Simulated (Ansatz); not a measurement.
# BePd3C (built on the sites of a database entry of CaPd3C): a soft mode frozen in

Which phase does BePd3C (built on the sites of a database entry of CaPd3C) fall into along its unstable mode, and how much energy does it gain?

Method: DFT PBEsol, scalar-relativistic, plane waves, PAW, in Ansatz 0.2.0.

The structure was built from a prototype and need not be the compound's stable phase.

## (1) The starting structure

It takes space group Pm-3m (No. 221, cubic). Conventional cell: a = 4.016 Å, b = 4.016 Å, c = 4.016 Å, α = 90.00°, β = 90.00°, γ = 90.00°. Nearest to Be lie 12 Pd at 2.84 Å. Nearest to Pd lie 2 C at 2.01 Å and 4 Be at 2.84 Å and 8 Pd at 2.84 Å. Nearest to C lie 6 Pd at 2.01 Å. Farther neighbours are not listed.

## (2) The dispersion

The cell comes from relaxations at this level that are not shown. Stability and thermal properties need the whole zone. Linear response on a 4×4×4 q mesh gives force constants as far as a supercell of that size would.

input.yaml

```yaml
crystal:
  lattice:
    - [4.0156977755, 0.0, 0.0]
    - [0.0, 4.0156977755, 0.0]
    - [0.0, 0.0, 4.0156977755]
  atoms:
    - { symbol: Be, position: [0.0, 0.0, 0.0] }
    - { symbol: Pd, position: [0.0, 0.5, 0.5] }
    - { symbol: Pd, position: [0.5, 0.5, 0.0] }
    - { symbol: Pd, position: [0.5, 0.0, 0.5] }
    - { symbol: C, position: [0.5, 0.5, 0.5] }
kpoints:
  mp_grid: { grid: [12, 12, 12] }
hamiltonian:
  xc: pbesol
scf:
  occupations: { method: methfessel_paxton, width: 0.2 }
output:
  eigenvalues: true
phonons:
  method: dfpt
  qmesh: [4, 4, 4]
  temperatures: { t_max: 1000, t_step: 50 }
  qpath:
    path:
      - [[0.0, 0.0, 0.0], [0.0, 0.5, 0.0], [0.5, 0.5, 0.0], [0.0, 0.0, 0.0], [0.5, 0.5, 0.5], [0.0, 0.5, 0.0]]
      - [[0.5, 0.5, 0.5], [0.5, 0.5, 0.0]]
    npoints: 10
```

Launch:

```sh
$ ansatz run input.yaml --threads 4 --pin off --max-ram 14336MiB --backend cpu --events-out ev --progress --plain --runs-dir out
```

Numbers of over 12 decimals in the logs are rounded to 6 here.

What it wrote:

```text
Engine: ansatz 0.2.0, aarch64-unknown-linux-gnu
Pseudopotentials: kind: paw
Pseudopotential: Be, paw, valence charge 2, recommended cutoff 420 eV (normal), Be.paw.azcp
Pseudopotential: Pd, paw, valence charge 18, recommended cutoff 420 eV (normal), Pd.paw.azcp
Pseudopotential: C, paw, valence charge 4, recommended cutoff 420 eV (normal), C.paw.azcp
Functional definition: PBEsol
  exchange = pbesol_x
  correlation = pbesol_c
Crystal: 5 atoms, lattice volume = 64.756 Å³
Basis set: ecut = 420 eV, 1309 PW (Γ), exchange–correlation on 54×54×54 points (8 copies of the dense FFT grid, shifted against one another)
Bands: 36, of which v1, the nominal top of the filled ones, is band 30 counted from 1 (29 counted from 0)
Symmetry: 48 space group operations
k-points: 84 of 1728
Non-local potential: Be, projectors of the file, l = 0: 2, l = 1: 2, l = 2: 1
Non-local potential: Pd, projectors of the file, l = 0: 2, l = 1: 2, l = 2: 2, l = 3: 1
Non-local potential: C, projectors of the file, l = 0: 2, l = 1: 2, l = 2: 1
PAW form: soft (Blöchl's): semilocal exchange-correlation on the pseudo side does not see the compensation charge
PAW frozen core: Be, regenerated for the run's functional, and the local potential with it (the file was generated under x = pbe(κ = 0.804, μ = 0.219515), c = pbe(β = 0.066725))
PAW frozen core: Pd, regenerated for the run's functional, and the local potential with it (the file was generated under x = pbe(κ = 0.804, μ = 0.219515), c = pbe(β = 0.066725))
PAW frozen core: C, regenerated for the run's functional, and the local potential with it (the file was generated under x = pbe(κ = 0.804, μ = 0.219515), c = pbe(β = 0.066725))
PAW one-centre angular grid: Be, 110 points (default); XC on 64 Gauss nodes
PAW one-centre angular grid: Pd, 590 points (default); XC on 64 Gauss nodes
PAW one-centre angular grid: C, 110 points (default); XC on 64 Gauss nodes
Initial density: superposition of atomic densities (neutral atoms: chi_scale 0, normalization atom), corrected by the library's trained network
Initial wavefunctions: pseudopotential atomic-orbital guess
Functional: x = pbesol(κ = 0.804, μ = 0.123457), c = pbesol(β = 0.046)
SCF iter   1: F=—  HF=-21055.866252 eV  |F-HF|=—  |Δ(HF+E_count)|=         —  Δρ=7.82e-3  dr2=3.25e-2  ethr=1.77e-3  ⟨swp⟩=5.2  Hψ=11975  notcnv=0
preconditioner: auto → Kerker (q_TF=auto, 2.694 Å⁻¹)  [metal: Δε(μ)=0.014 eV  Ē_g=7.827 eV  σ=0.200 eV  W_gap=0.06  n_scr=18 (ndim 8)  ℏωp=27.7 eV  f_vac=0.000  D(μ)=4.14/eV (n_scr^D=32)]
SCF iter   2: F=—  HF=-21055.858527 eV  |F-HF|=—  |Δ(HF+E_count)|=   7.73e-3  S|Δr|=    0.00e0  Δρ=3.70e-3  dr2=7.50e-3  ethr=5.42e-5  ⟨swp⟩=2.0  Hψ=5222  notcnv=0
SCF iter   3: F=—  HF=-21055.856439 eV  |F-HF|=—  |Δ(HF+E_count)|=   2.09e-3  S|Δr|=    0.00e0  Δρ=6.81e-4  dr2=3.38e-4  ethr=1.25e-5  ⟨swp⟩=2.0  Hψ=4352  notcnv=0
SCF iter   4: F=—  HF=-21055.856382 eV  |F-HF|=—  |Δ(HF+E_count)|=   5.72e-5  S|Δr|=    0.00e0  Δρ=2.07e-4  dr2=4.55e-5  ethr=5.63e-7  ⟨swp⟩=2.0  Hψ=4103  notcnv=0
SCF iter   5: F=—  HF=-21055.856371 eV  |F-HF|=—  |Δ(HF+E_count)|=   1.12e-5  S|Δr|=    0.00e0  Δρ=4.08e-5  dr2=1.89e-6  ethr=7.59e-8  ⟨swp⟩=2.0  Hψ=3883  notcnv=0
SCF iter   6: F=—  HF=-21055.856371 eV  |F-HF|=—  |Δ(HF+E_count)|=   5.35e-7  S|Δr|=    0.00e0  Δρ=7.91e-6  dr2=2.63e-8  ethr=3.14e-9  ⟨swp⟩=2.0  Hψ=4016  notcnv=0
SCF iter   7: F=—  HF=-21055.856371 eV  |F-HF|=—  |Δ(HF+E_count)|=   1.83e-9  S|Δr|=    0.00e0  Δρ=1.28e-6  dr2=7.65e-10  ethr=4.39e-11  ⟨swp⟩=2.0  Hψ=3788  notcnv=0
SCF iter   8: F=—  HF=-21055.856371 eV  |F-HF|=—  |Δ(HF+E_count)|=  3.64e-11  S|Δr|=    0.00e0  Δρ=2.79e-7  dr2=8.76e-11  ethr=1.28e-12  ⟨swp⟩=2.1  Hψ=4418  notcnv=0
SCF iter   9: F=-21055.856371 eV  HF=-21055.856371 eV  |F-HF|=0.00e0  |Δ(HF+E_count)|=  1.09e-11  S|Δr|=    0.00e0  Δρ=6.31e-8  dr2=4.12e-12  ethr=1.00e-12  ⟨swp⟩=7.7  Hψ=14064  notcnv=0
SCF 1 converged in 9 iterations: F = -21055.856371 eV  dr2 = 4.12e-12
  greatest PAW one-centre occupation: 0.999 electrons in one spin orbital (limit 2), on the Pd atom at site 3 (counted from 0), in its partial waves of l = 0
Initial density: read from a saved state, or passed on in memory by an earlier SCF of this step, an earlier step, the calling program or the single point that the run made first
iter 1 solved again at ethr=2.50e-7 eV; its pass at ethr=3.10e-3 eV (dr2=1.50e-4 eV) is discarded
SCF iter   1: F=—  HF=-21055.856371 eV  |F-HF|=—  |Δ(HF+E_count)|=         —  Δρ=7.35e-7  dr2=3.33e-10  ethr=2.50e-7  ⟨swp⟩=2.9  Hψ=18858  notcnv=0
eigensolver tolerance schedule: the retry pair's looser diagonalisation over-reported the residual by 451979.07 of it (diagonalisation noise at an unbounded share of the residual, at the tolerance the schedule requests for it); recorded, not acted on — ethr = c·dr2/N_el stays at c = 1.0e-1
preconditioner: auto → Kerker (q_TF=auto, 2.694 Å⁻¹)  [metal: Δε(μ)=0.021 eV  Ē_g=7.837 eV  σ=0.200 eV  W_gap=0.09  n_scr=18 (ndim 8)  ℏωp=27.7 eV  f_vac=0.000  D(μ)=4.15/eV (n_scr^D=32)]
SCF iter   2: F=—  HF=-21055.856371 eV  |F-HF|=—  |Δ(HF+E_count)|=   7.47e-7  S|Δr|=    0.00e0  Δρ=3.56e-7  dr2=6.89e-11  ethr=1.00e-12  ⟨swp⟩=3.5  Hψ=7553  notcnv=0
SCF iter   3: F=—  HF=-21055.856371 eV  |F-HF|=—  |Δ(HF+E_count)|=  1.46e-11  S|Δr|=    0.00e0  Δρ=2.37e-7  dr2=3.10e-11  ethr=1.00e-12  ⟨swp⟩=1.0  Hψ=3024  notcnv=0
SCF iter   4: F=-21055.856371 eV  HF=-21055.856371 eV  |F-HF|=0.00e0  |Δ(HF+E_count)|=  7.28e-12  S|Δr|=    0.00e0  Δρ=5.80e-8  dr2=2.05e-12  ethr=1.00e-12  ⟨swp⟩=2.0  Hψ=6663  notcnv=0
SCF 2 converged in 4 iterations: F = -21055.856371 eV  dr2 = 2.05e-12
phonons: the bands overlap, so this run is a metal and interpolates without the dipole-dipole term. If the crystal is really an insulator or semiconductor, its LO-TO splitting is missing
NSCF: frozen V_eff on 84 k-points
WARN: eigensolver did not converge (k=81): 1 band(s) unlocked after 20 sweeps at ethr=1.39e-12 eV (storage-precision floor; scheduled 1.00e-12 eV) (lowest unlocked band 35, counted from 0; max residual 2.32e-6 eV among the unlocked bands, 2.32e-6 eV over every band; other slots of this pass that fall short are told together in one closing line; warning suppressed until the next SCF loop or pass starts)
NSCF: frozen V_eff on 343 k-points
DFPT response loops at q = (0, 0, 0) (fractional): preconditioner auto → Kerker (q_TF=auto, 2.694 Å⁻¹) (partly filled bands, converged f_vac=0.000); β = 1.00, the filter's whole step (`scf.mixing.beta` (0.50) is not read by the response loops under this deck's `scf.mixing.preconditioner`; to damp them name `kerker` or `kerker_dos`, under which they read `scf.mixing.beta`, and type it under 1.00, their step now; both keys bind the ground state too); Broyden in place of MSR1
NSCF: frozen V_eff on 1176 k-points
DFPT response loops at q = (0, 0, 0.25) (fractional): mixed as the last ones told, above
NSCF: frozen V_eff on 686 k-points
DFPT response loops at q = (0, 0, -0.5) (fractional): mixed as the last ones told, above
NSCF: frozen V_eff on 2016 k-points
DFPT response loops at q = (0, 0.25, 0.25) (fractional): mixed as the last ones told, above
NSCF: frozen V_eff on 1176 k-points
DFPT response loops at q = (0, 0.25, -0.5) (fractional): mixed as the last ones told, above
NSCF: frozen V_eff on 686 k-points
DFPT response loops at q = (0, -0.5, -0.5) (fractional): mixed as the last ones told, above
NSCF: frozen V_eff on 3456 k-points
DFPT response loops at q = (0.25, 0.25, 0.25) (fractional): mixed as the last ones told, above
NSCF: frozen V_eff on 2016 k-points
DFPT response loops at q = (0.25, 0.25, -0.5) (fractional): mixed as the last ones told, above
NSCF: frozen V_eff on 1176 k-points
DFPT response loops at q = (0.25, -0.5, -0.5) (fractional): mixed as the last ones told, above
NSCF: frozen V_eff on 686 k-points
DFPT response loops at q = (-0.5, -0.5, -0.5) (fractional): mixed as the last ones told, above
SCF converged after 9 iterations
Stability not checked: this state was not tested for a lower state beside it, because cold or Methfessel-Paxton smearing, or corrected tetrahedra, fill the levels in a way that the test cannot read (fill_not_monotonic; see scf.lower_state_search)
Free energy (F): -21055.856371 eV
Harris-Foulkes:  -21055.856371 eV  (|F-HF|=0.00e0)
Internal energy: -21055.848899 eV  (E = F + TS)
E sigma→0 (E₀):  -21055.854503 eV
Entropy (-TS):   -0.007471 eV (-1.494 meV/atom)
Fermi energy:    15.938268 eV
--- Per-component energies (eV) ---
  E_band       = -619.519794
  E_kinetic    = 1644.403384
  E_local      = -7184.193390  (includes V_loc(G=0)·N_el)
  E_nonlocal   = 687.912713
  E_hartree    = 2969.955391
  E_xc         = -569.314145
  E_vxc        = -712.433678  (∫ρ·V_xc dr)
  E_paw        = -11205.958963  (= ΣΔE_a)
  E_vpaw       = -995.120213  (= ΣTr[D̂ρ^β])
  E_aug_tail   = 0.000537  (compensation charges beyond the density's cutoff)
  E_ewald      = -7399.592630
  E_core_change = 0.938204  (= ΣΔE_core)
  E_smearing   = -0.007471  (= −TS)
  E_closure    = 0.000000  (closes the sum)
  Σ components = -21055.856371   (vs F -21055.856371, Δ=0.00e0)
--- Band table (eV; the first three rows and the last of 84) ---
  k-point 0: bands = [... 26 lower, 13.4153, 14.8210, 14.8210, 14.8210, 14.9244, 18.3445, 18.3445, 18.3445, ... 2 higher]
  k-point 1: bands = [... 26 lower, 13.6564, 14.8211, 14.8805, 14.9170, 14.9170, 18.2711, 18.4371, 18.4371, ... 2 higher]
  k-point 2: bands = [... 26 lower, 13.8977, 14.7519, 14.8214, 15.1681, 15.1681, 18.2479, 18.6997, 18.6997, ... 2 higher]
  k-point 83: bands = [... 26 lower, 14.6766, 14.6766, 14.7172, 14.7172, 14.7172, 18.1944, 18.1944, 18.1944, ... 2 higher]
--- Phonons (Γ-DFPT): 4 representative perturbations + reference (Σ response iterations 13) ---
  ASR residual: 1.725e-4 → 0.000e0 eV/Å²; symmetrization residual: 4.696e-6 eV/Å²
  ASR residual per site (eV/Å²): 1.73e-4 3.66e-5 3.66e-5 3.66e-5 6.25e-8
  Γ frequencies (cm⁻¹): -107.58 -107.58 -107.58 0.00 0.00 0.00 75.35 75.35 75.35 143.54 143.54 143.54 492.34 492.34 492.34
--- Phonons (arbitrary-q DFPT): 10 irreducible q on the 4×4×4 mesh ---
  q = [0.0000, 0.0000, 0.0000] (star 1, of the zone-centre solve; hermiticity 4.52e-7, symmetrization 5.59e-13): -107.58 -107.58 -107.58 -0.00 -0.00 -0.00 75.35 75.35 75.35 143.54 143.54 143.54 492.34 492.34 492.34
  q = [0.0000, 0.0000, 0.2500] (star 6, 9 solved perturbations in 4536 linear systems a pass and spin channel, the states on 588 of 1728 k-point pairs; hermiticity 4.52e-7, symmetrization 4.88e-13): -103.84 -103.84 -69.06 -66.02 33.15 33.15 52.37 52.37 96.26 142.61 142.61 208.44 486.02 486.02 601.74
  q = [0.0000, 0.0000, -0.5000] (star 3, 9 solved perturbations in 2646 linear systems a pass and spin channel, the states on 343 of 1728 k-point pairs; hermiticity 3.76e-7, symmetrization 1.72e-11): -127.93 -127.93 -95.93 23.87 43.25 43.25 73.87 73.87 146.02 146.02 158.00 238.49 495.56 495.56 691.99
  q = [0.0000, 0.2500, 0.2500] (star 12, 9 solved perturbations in 7686 linear systems a pass and spin channel, the states on 1008 of 1728 k-point pairs; hermiticity 4.03e-7, symmetrization 2.66e-13): -94.96 -91.98 -88.35 -85.60 -45.59 25.82 64.03 71.40 107.76 143.68 189.21 228.50 491.63 597.16 621.52
  q = [0.0000, 0.2500, -0.5000] (star 12, 15 solved perturbations on 588 of 1728 k-point pairs; hermiticity 3.59e-7, symmetrization 1.69e-11): -120.39 -111.68 -106.42 -57.61 -48.84 -47.54 93.14 94.00 124.83 139.13 192.35 256.49 487.18 619.85 700.25
  q = [0.0000, -0.5000, -0.5000] (star 3, 9 solved perturbations in 2646 linear systems a pass and spin channel, the states on 343 of 1728 k-point pairs; hermiticity 3.42e-7, symmetrization 1.76e-11): -102.14 -94.30 -94.30 -90.21 -90.21 -81.23 110.00 120.37 120.37 148.06 198.39 279.87 482.90 707.38 707.38
  q = [0.2500, 0.2500, 0.2500] (star 8, 4 solved perturbations in 4536 linear systems a pass and spin channel, the states on 1728 of 1728 k-point pairs; hermiticity 1.32e-7, symmetrization 5.70e-13): -111.13 -111.13 -88.64 -60.27 -60.27 31.40 90.12 90.12 118.60 186.74 186.74 249.82 600.46 623.14 623.14
  q = [0.2500, 0.2500, -0.5000] (star 12, 9 solved perturbations in 7686 linear systems a pass and spin channel, the states on 1008 of 1728 k-point pairs; hermiticity 2.24e-7, symmetrization 1.67e-11): -124.50 -110.54 -91.85 -77.06 -69.27 -45.63 104.25 111.37 124.76 183.20 192.58 275.11 611.70 625.22 703.47
  q = [0.2500, -0.5000, -0.5000] (star 6, 9 solved perturbations in 4536 linear systems a pass and spin channel, the states on 588 of 1728 k-point pairs; hermiticity 2.24e-7, symmetrization 1.75e-11): -105.05 -105.05 -98.12 -95.29 -95.29 -74.53 123.12 127.99 127.99 187.17 196.84 297.62 619.95 708.50 708.50
  q = [-0.5000, -0.5000, -0.5000] (star 1, 4 solved perturbations in 931 linear systems a pass and spin channel, the states on 343 of 1728 k-point pairs; hermiticity 2.61e-8, symmetrization 1.69e-11): -107.09 -107.09 -107.09 -102.80 -102.80 -102.80 132.82 132.82 132.82 196.72 196.72 317.97 709.68 709.68 709.68
  sum rule: each row above includes the acoustic sum rule's correction from the zone centre's row sums; it moved no ω² by more than (2.28 cm⁻¹)²
  mesh force constants: q→R imaginary residual 2.69e-19; ASR residual 1.725e-4 → 0.000e0 eV/Å²; symmetrization residual 3.197e-14 eV/Å²
  interpolated dispersion: 62 rows × 15 modes
  density of states and harmonic sums: on the 16×16×16 q-mesh, interpolated from the force constants of a 4×4×4 supercell (no non-analytic term)
  largest difference from the sums on the solved wave vectors: F 3.91e-2 eV, S 4.80e-5 and C_V 8.83e-6 eV/K
  zero-point energy: 0.169626 eV/cell   skipped modes (ω ≤ 0): 856, of them read as no rigid motion or as one in doubt: 853 (5.256e0 modes/cell left out, lowest -131.57 cm⁻¹)   left out of the sums: 3.50e-1 of the cell's modes: C_V's classical limit lies that fraction below 3 k_B per atom; for a crystal, a wire or a layer, F and S can be off by more, and a phonons.interpolated_qmesh denser along its periods is the remedy for the sampling
```

The job ended after 61 min (4 threads of Arm Neoverse V1, shared host; peak memory 7.7 GiB).

The column dr2 measures how far the density is from self-consistency, as an energy; F and HF (Harris–Foulkes) agree once it is small.

Numbers from this step:

- volume per atom: 12.95 Å³
- gap on the k-mesh: 0 eV
- sum-rule residual before enforcement: 1.73e-4 eV/Å²
- lowest frequency on the path: -131.8 cm⁻¹
- point group: m-3m
- highest frequency on the path or at a solved wavevector: 709.7 cm⁻¹
- highest optical mode at the zone centre (no LO-TO term): 492.3 cm⁻¹
- lowest optical zone-centre mode: -107.6 cm⁻¹
- lowest mode on the q mesh (acoustic modes at Γ apart): -127.9 cm⁻¹

Frequencies (cm⁻¹) solved at each irreducible wavevector; negative means imaginary. Frequencies by wavevector, by row:

```csv
q in reciprocal lattice units,star,mode 1,mode 2,mode 3,mode 4,mode 13,mode 14,mode 15
0 0 0,1,-107.6,-107.6,-107.6,0,492.3,492.3,492.3
0 0 0.25,6,-103.8,-103.8,-69.1,-66,486,486,601.7
0 0 -0.5,3,-127.9,-127.9,-95.9,23.9,495.6,495.6,692
0 0.25 0.25,12,-95,-92,-88.3,-85.6,491.6,597.2,621.5
0 0.25 -0.5,12,-120.4,-111.7,-106.4,-57.6,487.2,619.9,700.2
0 -0.5 -0.5,3,-102.1,-94.3,-94.3,-90.2,482.9,707.4,707.4
0.25 0.25 0.25,8,-111.1,-111.1,-88.6,-60.3,600.5,623.1,623.1
0.25 0.25 -0.5,12,-124.5,-110.5,-91.8,-77.1,611.7,625.2,703.5
0.25 -0.5 -0.5,6,-105,-105,-98.1,-95.3,620,708.5,708.5
-0.5 -0.5 -0.5,1,-107.1,-107.1,-107.1,-102.8,709.7,709.7,709.7
```

Interpolated from a 4×4×4 q mesh. Phonon branches along the path, in cm⁻¹:

```csv
point,branch 1,branch 2,branch 3,branch 4,branch 12,branch 13,branch 14,branch 15
Γ,-108,-108,-108,0,144,492,492,492
halfway,-104,-104,-69,-66,208,486,486,602
X,-128,-128,-96,24,238,496,496,692
halfway,-120,-112,-106,-58,256,487,620,700
M,-102,-94,-94,-90,280,483,707,707
halfway,-95,-92,-88,-86,228,492,597,622
Γ,-108,-108,-108,0,144,492,492,492
halfway,-111,-111,-89,-60,250,600,623,623
R,-107,-107,-107,-103,318,710,710,710
halfway,-124,-110,-92,-77,275,612,625,704
X,-128,-128,-96,24,238,496,496,692
jump to R,-107,-107,-107,-103,318,710,710,710
halfway,-105,-105,-98,-95,298,620,708,708
M,-102,-94,-94,-90,280,483,707,707
```

Symmetry leaves 10 wavevectors to solve. The lowest mode among them, the acoustic zeros apart, lies at q = (0, 0, -0.5) and is imaginary, 127.9i cm⁻¹, so the energy falls along it. Between them the interpolated path dips to 132i cm⁻¹.

## (3) The mode frozen in, largest atomic shift 0 Å

The mode followed lies at q = (0, 0, -0.5) with frequency 127.9i cm⁻¹ and is 2-fold degenerate, the softest among the wavevectors solved. At small amplitude the distorted cell has space group no. 11 by a symmetry search on the positions. The undistorted cell that holds it gives the zero of energy on the same k mesh.

System of this step: BePd3C (built on the sites of a database entry of CaPd3C). The structure is cubic, space group Pm-3m (No. 221). The conventional cell has a = 4.016 Å, b = 4.016 Å, c = 4.016 Å, α = 90.00°, β = 90.00°, γ = 90.00°. Nearest to Be lie 12 Pd at 2.84 Å. Pd has 2 C at 2.01 Å and 8 Pd at 2.84 Å and 4 Be at 2.84 Å nearest. Pd has 2 C at 2.01 Å and 4 Be at 2.84 Å and 8 Pd at 2.84 Å nearest. C has 6 Pd at 2.01 Å nearest. Farther neighbours are not listed.

input.yaml

```yaml
crystal:
  lattice:
    - [4.0156977755, 0.0, 0.0]
    - [0.0, 4.0156977755, 0.0]
    - [0.0, 0.0, 8.031395551]
  atoms:
    - { symbol: Be, position: [0.0, 0.0, 0.0] }
    - { symbol: Be, position: [0.0, 0.0, 0.5] }
    - { symbol: Pd, position: [0.0, 0.5, 0.25] }
    - { symbol: Pd, position: [0.0, 0.5, 0.75] }
    - { symbol: Pd, position: [0.5, 0.5, 0.0] }
    - { symbol: Pd, position: [0.5, 0.5, 0.5] }
    - { symbol: Pd, position: [0.5, 0.0, 0.25] }
    - { symbol: Pd, position: [0.5, 0.0, 0.75] }
    - { symbol: C, position: [0.5, 0.5, 0.25] }
    - { symbol: C, position: [0.5, 0.5, 0.75] }
kpoints:
  mp_grid: { grid: [10, 10, 6] }
hamiltonian:
  xc: pbesol
scf:
  occupations: { method: methfessel_paxton, width: 0.2 }
output:
  forces: true
  stress: true
  eigenvalues: true
```

What it wrote:

```text
[...]
Crystal: 10 atoms, lattice volume = 129.513 Å³
Basis set: ecut = 420 eV, 2547 PW (Γ), exchange–correlation on 54×54×108 points (8 copies of the dense FFT grid, shifted against one another)
Bands: 72, of which v1, the nominal top of the filled ones, is band 60 counted from 1 (59 counted from 0)
Symmetry: 32 space group operations
[...]
k-points: 84 of 600
[...]
k-point 0: bands = [... 56 lower, 14.8201, 14.8213, 14.8229, 14.9249, 16.0630, 16.0630, 18.3444, 18.3448, ... 8 higher]
  k-point 1: bands = [... 56 lower, 14.8228, 14.8810, 14.9160, 14.9160, 15.9886, 15.9886, 18.2709, 18.4374, ... 8 higher]
  k-point 2: bands = [... 56 lower, 14.8217, 14.8225, 15.1667, 15.1667, 15.7813, 15.7813, 18.2473, 18.6878, ... 8 higher]
  k-point 83: bands = [... 56 lower, 15.1088, 15.1088, 15.6606, 15.6606, 15.6606, 15.6606, 17.6969, 17.6969, ... 8 higher]
[key lines of the parts left out:]
SCF converged after 6 iterations
Free energy (F): -42111.715229 eV
Fermi energy:    15.936496 eV
P = ⅓ Tr σ = -0.0119 GPa (-0.119 kbar)
```

It took 12 s on 4 threads; peak memory 0.84 GiB; 45 s of CPU time.

This step gave:

```yaml
pressure: -0.01195 GPa
energy_from_the_undistorted_cell: 0 meV/atom
```

The run ends at a pressure of -0.01 GPa.

[end of part 1 of 3]

[Logs are printed without paths, hosts, clocks, repeated set-up lines and the standing remarks that a program may print on its own settings, such as how far it seeks lower states.]

[Hosts, paths, dates, database ids (printed as entryN), source tags and the programs' standing remarks are cut or masked in the printed files.]
